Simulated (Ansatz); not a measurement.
# Na at a quarter monolayer on different metals

How does the change of the work function by Na depend on the metal face under it?

How it was computed: Ansatz 0.2.0, plane waves with PAW datasets (its set soft_2), PBE; unreconstructed slabs of 4 layers at the tabulated experimental lattice constant with the lower two held, one adsorbate in a 2×2 cell relaxed from the site named, 6×6 k-points (12×12 for the clean 1×1 cell), 18 Å of vacuum, dipole correction. The dipole per adsorbate is the change of the cell's dipole; electronegativities are Pauling's.

The runs side by side:

```
     system  starting site  electronegativity, adsorbate less metal  clean (eV)  covered (eV)  change (eV)  dipole per adsorbate (D)
 Na/Pt(111)            fcc                                    −1.35        5.70          1.67        −4.04                     +2.84
 Na/Ir(111)            fcc                                    −1.27        5.49          1.51        −3.98                     +2.71
 Na/Au(111)            fcc                                    −1.61        5.16          1.70        −3.46                     +2.70
 Na/Rh(111)            fcc                                    −1.35        5.17          1.72        −3.44                     +2.29
 Na/Pd(111)            fcc                                    −1.27        5.27          1.86        −3.41                     +2.37
 Na/Pt(100)         hollow                                    −1.35        5.66          2.28        −3.38                     +2.77
Na/Ru(0001)            fcc                                    −1.27        5.05          1.76        −3.28                     +2.21
  Na/W(110)         hollow                                    −1.43        4.84          1.82        −3.02                     +2.26
 Na/Cu(111)            fcc                                    −0.97        4.79          1.96        −2.82                     +1.70
 Na/Ta(110)         hollow                                    −0.57        4.77          1.99        −2.77                     +2.25
 Na/Mo(110)         hollow                                    −1.23        4.60          1.95        −2.64                     +1.93
 Na/Al(100)         hollow                                    −0.68        4.29          1.67        −2.63                     +2.27
 Na/Cu(100)         hollow                                    −0.97        4.57          1.98        −2.59                     +1.76
 Na/Ag(111)            fcc                                    −1.00        4.47          1.94        −2.53                     +1.92
 Na/Nb(110)         hollow                                    −0.67        4.49          2.00        −2.49                     +2.03
Na/Ti(0001)            fcc                                    −0.61        4.37          2.14        −2.23                     +1.77
Na/Hf(0001)            fcc                                    −0.37        4.33          2.25        −2.08                     +1.96
 Na/Ag(100)         hollow                                    −1.00        4.24          2.16        −2.08                     +1.87
```

What this shows: The change runs from −4.04 eV (Na/Pt(111)) to −2.08 eV (Na/Ag(100)); falls of over 0.15 eV: 18, rises: 0, in between: 0. The covered faces span 1.51 to 2.28 eV and the clean ones 4.24 to 5.70 eV; covered follows clean with a slope of −0.19, where 0 would mean that the adsorbate alone sets the work function and 1 a step that doesn't depend on the clean value; the points scatter about that line by 0.19 eV. A positive dipole has its positive end outwards. Worked for Na/Pt(111): +2.84 D is +0.591 e·Å, one in 26.6 Å², and the Helmholtz step −180.95 V·Å × p/A is −4.02 eV against a change of −4.04 eV; what is left is a shift on the thin slab's other side.

**Limits.** A quarter monolayer means unlike densities on unlike faces. One starting site was run; real layers may sit elsewhere, sink into the surface or rebuild it. Changes under about 0.15 eV are within the error of slabs this thin. The runs are without spin. The table is a selection: not every member that was run is listed.

[Logs are printed without paths, hosts, clocks, repeated set-up lines and the standing remarks that a program may print on its own settings, such as how far it seeks lower states.]
